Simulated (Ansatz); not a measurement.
**K on Os(0001): change of the work function**

How does one ordered layer of K (top site) change the work function of Os(0001), and what dipole does each adsorbate carry?

Program: Ansatz 0.2.0. Level of theory: plane-wave DFT, r2SCAN, Ansatz PAW, in the first sound run; inputs show where later runs differ. Results are calculated unless marked as measured.

## 1. Set-up

The cell holds 4 atoms: 4 Os. Its edges and angles: a = 2.740 Å, b = 2.740 Å, c = 24.490 Å, α = 90.0°, β = 90.0°, γ = 60.0°. Vacuum lies along c.

## 2. The clean slab

The bare slab comes first, as the zero from which every change is counted. The two lowest layers are held at bulk places and the upper ones relax. The dipole correction removes the false field that a one-sided slab makes across the periodic vacuum, so each face gets a flat vacuum level of its own.

Contents of input.yaml:

```yaml
crystal:
  lattice:
    - [2.74, 0.0, 0.0]
    - [1.37, 2.3729096064, 0.0]
    - [0.0, 0.0, 24.48969]
  atoms:
    - { symbol: Os, position: [0.6666666667, 0.6666666667, 0.3675015894] }
    - { symbol: Os, position: [0.0, 0.0, 0.4558338631] }
    - { symbol: Os, position: [0.6666666667, 0.6666666667, 0.5441661369] }
    - { symbol: Os, position: [0.0, 0.0, 0.6324984106] }
kpoints:
  mp_grid: { grid: [13, 13, 1] }
hamiltonian:
  xc: r2scan
scf:
  occupations: { method: fermi_dirac, width: 0.1 }
  convergence: { dr2_threshold: 1.0e-08 }
efield:
  axis: 3
  dipole_correction: true
  ramp_position: 0.97
  ramp_width: 0.06
relax:
  f_tol: 0.02
  max_steps: 60
  constraints: [{ sites: [0, 1] }]
output:
  write_potential: true
  write_density: true
  volumetric_format: npy
```

Launch:

```
$ ansatz run input.yaml --threads 4 --pin off --max-ram 12288MiB --backend cpu --events-out ev --progress --plain --runs-dir out
```

Numbers of over 12 decimals in the logs are rounded to 6 here.

Output:

```text
Engine: ansatz 0.2.0, aarch64-unknown-linux-gnu
Pseudopotentials: kind: paw
Pseudopotential: Os, paw, valence charge 16, recommended cutoff 500 eV (meta_gga), Os.paw.azcp
Functional definition: r2SCAN
  parameter k0 = 0.174
  parameter k1 = 0.065
  parameter a1 = 4.9479
  exchange = r2scan_x(k0 = k0, k1 = k1, a1 = a1)
  correlation = r2scan_c
Crystal: 4 atoms, lattice volume = 159.226 Å³
Basis set: ecut = 500 eV, 3929 PW (Γ), exchange–correlation on 80×80×720 points (64 copies of the dense FFT grid, shifted against one another)
Bands: 39, of which v1, the nominal top of the filled ones, is band 32 counted from 1 (31 counted from 0)
Symmetry: 6 space group operations
k-points: 21 of 169 (time reversal used)
Non-local potential: Os, projectors of the file, l = 0: 3, l = 1: 2, l = 2: 2, l = 3: 1
PAW form: soft (Blöchl's): semilocal exchange-correlation on the pseudo side does not see the compensation charge
PAW frozen core: Os, regenerated for the run's functional (the file was generated under x = pbe(κ = 0.804, μ = 0.219515), c = pbe(β = 0.066725))
PAW one-centre angular grid: Os, 590 points (default); XC on 160 Gauss nodes
Initial density: superposition of atomic densities (neutral atoms: chi_scale 0, normalization atom), corrected by the library's trained network
Initial wavefunctions: pseudopotential atomic-orbital guess
Functional: x = r2scan, c = r2scan; τ floored in thin density (d = 2e-4 eV/Å³)
SCF iter   1: F=—  HF=-45587.777925 eV  |F-HF|=—  |Δ(HF+E_count)|=         —  Δρ=7.72e-3  dr2=2.18e-1  dr2_τ=7.48e-2  ethr=1.77e-3  p=0.000 e·Å  D=1.48e-14 V/Å  ΔV_dip=-0.00 eV  dr2_dipole=1.60e-7  V_vac-E_F(+/−)=5.59/5.59 eV  ⟨swp⟩=8.5  Hψ=4091  notcnv=0
efield: sawtooth ramp at fractional position 0.9700 (set: `efield.ramp_position`, or a place that a band, a saddle search or an elastic batch's reference lends), width 0.0600; the density the first Hamiltonian is built on has a dipole p = 0.000 e·Å; the dipole correction subtracts the counter field D = 1.48e-14 V/Å, which shifts the + side's vacuum level by -0.00 eV against the − side's; the planar-averaged density in the ramp window peaks in size at 3.8e-5 e/Å³
preconditioner: auto → LDOS  [metal: Δε(μ)=0.025 eV  Ē_g=5.879 eV  σ=0.100 eV  W_gap=0.06  n_scr=18 (ndim 8)  ℏωp=16.6 eV  f_vac=0.578  D(μ)=3.29/eV (n_scr^D=14)  β→1.0]
SCF iter   2: F=—  HF=-45587.867888 eV  |F-HF|=—  |Δ(HF+E_count)|=   9.00e-2  Δρ=2.81e-3  dr2=3.68e-2  dr2_τ=2.19e-3  ethr=3.41e-4  p=-0.000 e·Å  D=-3.68e-5 V/Å  ΔV_dip=0.00 eV  dr2_dipole=8.20e-7  V_vac-E_F(+/−)=5.41/5.41 eV  ⟨swp⟩=2.1  Hψ=1532  notcnv=0
SCF iter   3: F=—  HF=-45587.867402 eV  |F-HF|=—  |Δ(HF+E_count)|=   4.86e-4  Δρ=1.63e-3  dr2=1.52e-2  dr2_τ=8.28e-4  ethr=5.75e-5  p=-0.000 e·Å  D=-1.71e-6 V/Å  ΔV_dip=0.00 eV  dr2_dipole=1.22e-6  V_vac-E_F(+/−)=5.50/5.50 eV  ⟨swp⟩=3.3  Hψ=1817  notcnv=0
SCF iter   4: F=—  HF=-45587.864525 eV  |F-HF|=—  |Δ(HF+E_count)|=   2.88e-3  Δρ=5.21e-4  dr2=1.17e-3  dr2_τ=4.96e-5  ethr=2.38e-5  p=-0.000 e·Å  D=-2.36e-5 V/Å  ΔV_dip=0.00 eV  dr2_dipole=1.91e-7  V_vac-E_F(+/−)=5.48/5.48 eV  ⟨swp⟩=2.0  Hψ=1158  notcnv=0
SCF iter   5: F=—  HF=-45587.864420 eV  |F-HF|=—  |Δ(HF+E_count)|=   1.05e-4  Δρ=1.41e-4  dr2=9.93e-5  dr2_τ=4.17e-6  ethr=1.82e-6  p=-0.000 e·Å  D=-9.74e-6 V/Å  ΔV_dip=0.00 eV  dr2_dipole=3.09e-8  V_vac-E_F(+/−)=5.46/5.46 eV  ⟨swp⟩=2.5  Hψ=1305  notcnv=0
SCF iter   6: F=—  HF=-45587.864426 eV  |F-HF|=—  |Δ(HF+E_count)|=   5.90e-6  Δρ=3.16e-5  dr2=6.01e-6  dr2_τ=1.83e-7  ethr=1.55e-7  p=-0.000 e·Å  D=-1.05e-5 V/Å  ΔV_dip=0.00 eV  dr2_dipole=5.57e-9  V_vac-E_F(+/−)=5.46/5.45 eV  ⟨swp⟩=2.4  Hψ=1308  notcnv=0
SCF iter   7: F=—  HF=-45587.864513 eV  |F-HF|=—  |Δ(HF+E_count)|=   8.70e-5  Δρ=1.16e-5  dr2=2.61e-7  dr2_τ=2.53e-8  ethr=9.39e-9  p=0.000 e·Å  D=5.42e-7 V/Å  ΔV_dip=-0.00 eV  dr2_dipole=2.91e-10  V_vac-E_F(+/−)=5.45/5.45 eV  ⟨swp⟩=3.2  Hψ=1616  notcnv=0
SCF iter   8: F=—  HF=-45587.864513 eV  |F-HF|=—  |Δ(HF+E_count)|=   1.81e-7  Δρ=2.68e-6  dr2=2.33e-8  dr2_τ=3.22e-9  ethr=4.08e-10  p=-0.000 e·Å  D=-3.04e-6 V/Å  ΔV_dip=0.00 eV  dr2_dipole=1.87e-10  V_vac-E_F(+/−)=5.45/5.45 eV  ⟨swp⟩=3.3  Hψ=1750  notcnv=0
SCF iter   9: F=-45587.864513 eV  HF=-45587.864513 eV  |F-HF|=3.06e-9  |Δ(HF+E_count)|=   6.02e-9  Δρ=1.23e-6  dr2=7.05e-9  dr2_τ=4.30e-10  ethr=1.56e-11  p=0.000 e·Å  D=9.63e-7 V/Å  ΔV_dip=-0.00 eV  dr2_dipole=2.77e-12  V_vac-E_F(+/−)=5.45/5.45 eV  ⟨swp⟩=11.1  Hψ=6231  notcnv=0
SCF 1 converged in 9 iterations: F = -45587.864513 eV  dr2 = 7.05e-9
  greatest PAW one-centre occupation: 1.000 electrons in one spin orbital (limit 2), on the Os atom at site 1 (counted from 0), in its partial waves of l = 0
relax step   1: F+E_penalty+E_count = -45587.86451278 eV  Δ(F+E_penalty+E_count) = +0.000e0 eV  max|allowed force component| = 9.967e-1 eV/Å  Δτ_max = 0.0000 Å  (9 SCF iters, accepted)
Initial density: handed on by an earlier stage of this run
Initial wavefunctions: those handed on with the density
SCF iter   1: F=—  HF=-45587.169743 eV  |F-HF|=—  |Δ(HF+E_count)|=         —  Δρ=1.40e-2  dr2=3.63e0  dr2_τ=6.09e0  ethr=3.10e-3  p=0.000 e·Å  D=1.02e-6 V/Å  ΔV_dip=-0.00 eV  dr2_dipole=1.39e0  V_vac-E_F(+/−)=5.36/5.36 eV  ⟨swp⟩=5.5  Hψ=2356  notcnv=0
efield: sawtooth ramp at fractional position 0.9700 (set: `efield.ramp_position`, or a place that a band, a saddle search or an elastic batch's reference lends), width 0.0600; the density the first Hamiltonian is built on has a dipole p = 0.000 e·Å; the dipole correction subtracts the counter field D = 1.02e-6 V/Å, which shifts the + side's vacuum level by -0.00 eV against the − side's; the planar-averaged density in the ramp window peaks in size at 1.3e-5 e/Å³
preconditioner: auto → LDOS  [metal: Δε(μ)=0.059 eV  Ē_g=6.102 eV  σ=0.100 eV  W_gap=0.14  n_scr=18 (ndim 8)  ℏωp=16.6 eV  f_vac=0.587  D(μ)=3.08/eV (n_scr^D=14)  β→1.0]
SCF iter   2: F=—  HF=-45587.944126 eV  |F-HF|=—  |Δ(HF+E_count)|=   7.74e-1  Δρ=1.04e-2  dr2=1.07e0  dr2_τ=5.38e-2  ethr=3.10e-3  p=0.018 e·Å  D=2.08e-2 V/Å  ΔV_dip=-0.51 eV  dr2_dipole=3.10e-1  V_vac-E_F(+/−)=4.98/5.49 eV  ⟨swp⟩=2.2  Hψ=1452  notcnv=0
SCF iter   3: F=—  HF=-45587.842316 eV  |F-HF|=—  |Δ(HF+E_count)|=   1.02e-1  Δρ=3.42e-3  dr2=2.37e-1  dr2_τ=3.68e-3  ethr=1.68e-3  p=0.011 e·Å  D=1.27e-2 V/Å  ΔV_dip=-0.31 eV  dr2_dipole=9.93e-2  V_vac-E_F(+/−)=5.17/5.48 eV  ⟨swp⟩=2.2  Hψ=1299  notcnv=0
[...]
efield: sawtooth ramp at fractional position 0.9700 (set: `efield.ramp_position`, or a place that a band, a saddle search or an elastic batch's reference lends), width 0.0600; the density the first Hamiltonian is built on has a dipole p = 0.002 e·Å; the dipole correction subtracts the counter field D = 2.04e-3 V/Å, which shifts the + side's vacuum level by -0.05 eV against the − side's; the planar-averaged density in the ramp window peaks in size at 6.3e-6 e/Å³
preconditioner: auto → LDOS  [metal: Δε(μ)=0.022 eV  Ē_g=5.953 eV  σ=0.100 eV  W_gap=0.06  n_scr=18 (ndim 8)  ℏωp=16.6 eV  f_vac=0.581  D(μ)=3.24/eV (n_scr^D=14)  β→1.0]
SCF iter   2: F=—  HF=-45587.908016 eV  |F-HF|=—  |Δ(HF+E_count)|=   4.21e-3  Δρ=6.02e-4  dr2=2.18e-3  dr2_τ=5.48e-5  ethr=3.02e-6  p=0.001 e·Å  D=1.03e-3 V/Å  ΔV_dip=-0.03 eV  dr2_dipole=1.41e-4  V_vac-E_F(+/−)=5.41/5.44 eV  ⟨swp⟩=3.5  Hψ=1961  notcnv=0
SCF iter   3: F=—  HF=-45587.907601 eV  |F-HF|=—  |Δ(HF+E_count)|=   4.15e-4  Δρ=2.59e-4  dr2=3.81e-4  dr2_τ=4.79e-6  ethr=3.02e-6  p=0.001 e·Å  D=1.35e-3 V/Å  ΔV_dip=-0.03 eV  dr2_dipole=4.32e-5  V_vac-E_F(+/−)=5.40/5.44 eV  ⟨swp⟩=2.0  Hψ=1136  notcnv=0
SCF iter   4: F=—  HF=-45587.907553 eV  |F-HF|=—  |Δ(HF+E_count)|=   4.76e-5  Δρ=4.61e-5  dr2=2.97e-5  dr2_τ=3.48e-7  ethr=5.96e-7  p=0.001 e·Å  D=1.64e-3 V/Å  ΔV_dip=-0.04 eV  dr2_dipole=1.02e-5  V_vac-E_F(+/−)=5.40/5.44 eV  ⟨swp⟩=2.1  Hψ=1259  notcnv=0
SCF iter   5: F=—  HF=-45587.907550 eV  |F-HF|=—  |Δ(HF+E_count)|=   3.26e-6  Δρ=3.40e-5  dr2=8.40e-6  dr2_τ=1.12e-7  ethr=4.64e-8  p=0.001 e·Å  D=1.66e-3 V/Å  ΔV_dip=-0.04 eV  dr2_dipole=3.47e-6  V_vac-E_F(+/−)=5.39/5.43 eV  ⟨swp⟩=2.2  Hψ=1264  notcnv=0
SCF iter   6: F=—  HF=-45587.907625 eV  |F-HF|=—  |Δ(HF+E_count)|=   7.51e-5  Δρ=9.04e-6  dr2=3.54e-7  dr2_τ=1.90e-8  ethr=1.31e-8  p=0.002 e·Å  D=1.74e-3 V/Å  ΔV_dip=-0.04 eV  dr2_dipole=7.18e-8  V_vac-E_F(+/−)=5.39/5.44 eV  ⟨swp⟩=2.0  Hψ=1135  notcnv=0
SCF iter   7: F=—  HF=-45587.907625 eV  |F-HF|=—  |Δ(HF+E_count)|=   1.73e-8  Δρ=2.06e-6  dr2=3.04e-8  dr2_τ=2.07e-9  ethr=5.53e-10  p=0.002 e·Å  D=1.76e-3 V/Å  ΔV_dip=-0.04 eV  dr2_dipole=5.49e-9  V_vac-E_F(+/−)=5.39/5.44 eV  ⟨swp⟩=3.1  Hψ=1796  notcnv=0
SCF iter   8: F=-45587.907625 eV  HF=-45587.907625 eV  |F-HF|=2.76e-10  |Δ(HF+E_count)|=   1.46e-9  Δρ=5.82e-7  dr2=1.16e-9  dr2_τ=1.90e-10  ethr=1.56e-11  p=0.002 e·Å  D=1.76e-3 V/Å  ΔV_dip=-0.04 eV  dr2_dipole=2.18e-10  V_vac-E_F(+/−)=5.39/5.44 eV  ⟨swp⟩=10.6  Hψ=5778  notcnv=0
SCF 4 converged in 8 iterations: F = -45587.907625 eV  dr2 = 1.16e-9
relax step   4: F+E_penalty+E_count = -45587.90762524 eV  Δ(F+E_penalty+E_count) = -9.325e-4 eV  max|allowed force component| = 1.082e-2 eV/Å  Δτ_max = 0.0064 Å  (8 SCF iters, accepted)
NSCF: frozen V_eff on 21 k-points
the band table was solved once a step of the walk had ended and its energy, with any forces and stress, was formed, with the checks that follow a solve (3701 applications of the Hamiltonian). They found nothing against the state; the energy, forces and stress were not computed again (output.eigenvalues in the input reference)
iter 1 solved again at ethr=1.87e-12 eV; its pass at ethr=3.10e-3 eV (dr2=1.19e-9 eV) is discarded
SCF iter   1: F=—  HF=-45587.907625 eV  |F-HF|=—  |Δ(HF+E_count)|=         —  Δρ=5.83e-7  dr2=1.15e-9  dr2_τ=1.90e-10  ethr=1.87e-12  p=0.002 e·Å  D=1.76e-3 V/Å  ΔV_dip=-0.04 eV  dr2_dipole=2.18e-10  V_vac-E_F(+/−)=5.39/5.44 eV  ⟨swp⟩=2.2  Hψ=3537  notcnv=0
efield: sawtooth ramp at fractional position 0.9700 (kept from the solve that this one continues, or follows in the run), width 0.0600; the density the first Hamiltonian is built on has a dipole p = 0.002 e·Å; the dipole correction subtracts the counter field D = 1.76e-3 V/Å, which shifts the + side's vacuum level by -0.04 eV against the − side's; the planar-averaged density in the ramp window peaks in size at 6.3e-6 e/Å³
preconditioner: auto → LDOS  [metal: Δε(μ)=0.024 eV  Ē_g=5.955 eV  σ=0.100 eV  W_gap=0.06  n_scr=18 (ndim 8)  ℏωp=16.6 eV  f_vac=0.581  D(μ)=3.24/eV (n_scr^D=14)  β→1.0]
SCF iter   2: F=-45587.907625 eV  HF=-45587.907625 eV  |F-HF|=9.46e-11  |Δ(HF+E_count)|=  8.95e-10  Δρ=4.45e-7  dr2=5.84e-10  dr2_τ=7.47e-11  ethr=1.80e-12  p=0.002 e·Å  D=1.76e-3 V/Å  ΔV_dip=-0.04 eV  dr2_dipole=2.14e-12  V_vac-E_F(+/−)=5.39/5.44 eV  ⟨swp⟩=9.6  Hψ=5351  notcnv=0
SCF 5 converged in 2 iterations: F = -45587.907625 eV  dr2 = 5.84e-10
NSCF: frozen V_eff on 21 k-points
the band table was solved once a step of the walk had ended and its energy, with any forces and stress, was formed, with the checks that follow a solve (3587 applications of the Hamiltonian). They found nothing against the state; the energy, forces and stress were not computed again (output.eigenvalues in the input reference)
WARN: The output density's exchange-correlation potential varies sharply where the density is thin. Do not read a vacuum level from v_tot or v_xc, or from such a field of the output density. On a cell that repeats whose density bears no net charge and no dipole along the vacuum's axis use v_es (v_loc + v_h of the components); under efield.dipole_correction with no amplitude use v_es + v_field, which holds any externa [...]
SCF converged after 2 iterations
Free energy (F): -45587.907625 eV
Harris-Foulkes:  -45587.907625 eV  (|F-HF|=9.46e-11)
Internal energy: -45587.798238 eV  (E = F + TS)
E sigma→0 (E₀):  -45587.852931 eV
Entropy (-TS):   -0.109388 eV (-27.347 meV/atom)
Fermi energy:    5.595763 eV
Dipole field:    D = 0.001759 V/Å  (p = 0.001548 e·Å, saw-weighted, corrected)
Work function:   Φ+ = 5.3924 eV   Φ− = 5.4355 eV
Levels:          The Fermi level and band energies are counted from a zero that moves with the ramp; work functions are not
--- Per-component energies (eV) ---
  E_band       = -1606.611395
  E_kinetic    = 2245.464823
  E_local      = -103792.587481  (includes V_loc(G=0)·N_el)
  E_nonlocal   = -5.745562
  E_hartree    = 50994.671605
  E_xc         = -1007.476989
  E_vxc        = -1250.606331  (∫ρ·V_xc dr)
  E_paw        = -36155.466842  (= ΣΔE_a)
  E_vpaw       = -865.838303  (= ΣTr[D̂ρ^β])
  E_aug_tail   = -0.000588  (compensation charges beyond the density's cutoff)
  E_vtau       = 73.356780  (kinetic-family band-sum trace: ∫τ·v_τ [+ j·A + Jᵃ·Aᵃ] dr)
  E_efield     = 0.000001  (sawtooth field / dipole correction)
  E_vefield    = 0.002774  (∫n·V_field dr)
  E_ewald      = 42134.882846
  E_core_change = -1.540051  (= ΣΔE_core)
  E_smearing   = -0.109388  (= −TS)
  E_closure    = 0.000000  (closes the sum)
  Σ components = -45587.907625   (vs F -45587.907625, Δ=0.00e0)
--- Forces (eV/Å), atoms counted from 1 ---
  atom   1  Os     0.00000000    -0.00000000     0.95734291
  atom   2  Os    -0.00000000     0.00000000    -0.96687182
  atom   3  Os    -0.00000000    -0.00000000     0.01083608
  atom   4  Os    -0.00000000     0.00000000    -0.00128647
  max |Σ_I F_I| component: 2.07e-5 eV/Å
--- Band table (eV; the first three rows and the last of 21) ---
  k-point 0: bands = [... 28 lower, 3.1195, 3.3105, 3.3105, 4.7041, 4.7041, 4.9894, 6.0229, 6.0318, ... 3 higher]
  k-point 1: bands = [... 28 lower, 3.2767, 3.3106, 3.4825, 4.4317, 4.6474, 4.8852, 5.2670, 5.9638, ... 3 higher]
  k-point 2: bands = [... 28 lower, 3.2852, 3.6255, 3.8556, 3.9894, 4.4187, 4.7485, 5.1965, 5.8436, ... 3 higher]
  k-point 20: bands = [... 28 lower, 3.2022, 4.0682, 4.9454, 6.5304, 6.6184, 6.8943, 7.3054, 7.6003, ... 3 higher]
--- Relaxed structure (4 steps of the walk, 3 accepted, 0 SCFs on fresh bases) ---
  F+E_penalty+E_count = -45587.90762524 eV   max|allowed force component| = 1.082e-2 eV/Å
  atoms:
    - { symbol: Os, position: [0.666667, 0.666667, 0.3675015894] }
    - { symbol: Os, position: [0.0, 0.0, 0.4558338631] }
    - { symbol: Os, position: [0.666667, 0.666667, 0.543782] }
    - { symbol: Os, position: [-2.40476639738277e-18, 0, 0.628863] }
```

Elapsed: 34 s, on 4 threads of Arm Neoverse V1, shared host; peak memory 0.76 GiB.

Step by step:

```
step  energy less that of the first step (eV)  largest force component (eV/Å)
   1                                   0.0000                          0.9967
   2                                   0.0291                          1.6064
   3                                  -0.0422                          0.1922
   4                                  -0.0431                          0.0108
```

Relaxation step 2 was tried and not accepted.

The run keeps the 6 symmetry operations that it works with, so distortions that break them were not tested.

The atoms that moved most (Å):

```
atom     dx     dy      dz  length
 Os4  0.000  0.000  -0.089   0.089
 Os3  0.000  0.000  -0.009   0.009
```

The relaxed structure:

```xyz
4
Lattice="2.7400 0.0000 0.0000 1.3700 2.3729 0.0000 0.0000 0.0000 24.4897" Properties=species:S:1:pos:R:3
Os    2.7400    1.5819    9.0000
Os    0.0000    0.0000   11.1632
Os    2.7400    1.5819   13.3170
Os    0.0000    0.0000   15.4007
```

Numbers from this step:

```yaml
energy_at_zero_smearing: -45587.8529 eV
work_function_upper_face: 5.392 eV
work_function_lower_face: 5.435 eV
dipole_along_the_normal: 0.001548 e·Å
step_between_the_vacuum_levels: -0.04309 eV
```

Running mean over 2.16323 Å of the planar mean; the ramp of the sawtooth is left out. Table of electron's electrostatic potential energy less the Fermi level by z:

z (Å), electron's electrostatic potential energy less the Fermi level (eV) and a bar from the least value:
```
      3.0        5.4 ##############################
      3.5        5.4 ##############################
      4.0        5.4 ##############################
      4.5        5.4 ##############################
      5.0        5.4 ##############################
      5.5        5.4 ##############################
      6.0        5.3 ##############################
      6.5        5.1 #############################
      7.0        4.1 ############################
      7.5        0.8 #######################
      8.0       -4.9 ##############
      8.5      -10.0 ######
      9.0      -12.0 ##
      9.5      -12.4 ##
     10.0      -12.6 ##
     10.5      -12.7 #
     11.0      -12.8 #
     11.5      -12.9 #
     12.0      -13.0 #
     12.5      -13.0 #
     13.0      -13.0 #
     13.5      -13.1 #
     14.0      -13.5 
     14.5      -13.5 
     15.0      -12.9 #
     15.5      -12.0 ##
     16.0       -9.3 #######
     16.5       -3.8 ###############
     17.0        1.7 ########################
     17.5        4.4 ############################
     18.0        5.1 #############################
     18.5        5.3 ##############################
     19.0        5.4 ##############################
     19.5        5.4 ##############################
     20.0        5.4 ##############################
     20.5        5.4 ##############################
     21.0        5.4 ##############################
```

The relaxation took 4 steps and lowered the energy by 0.043 eV; the largest force on the free atoms ends at 0.011 eV/Å.

The work function of the upper face is 5.39 eV.

[end of part 1 of 4]

[Logs are printed without paths, hosts, clocks, repeated set-up lines and the standing remarks that a program may print on its own settings, such as how far it seeks lower states.]

[Hosts, paths, dates, database ids (printed as entryN), source tags and the programs' standing remarks are cut or masked in the printed files.]

[Maps of the electrostatic potential energy from Ansatz leave out the sawtooth potential of an applied field or a dipole correction, so their vacuum need not be flat; planar profiles and work functions include it.]
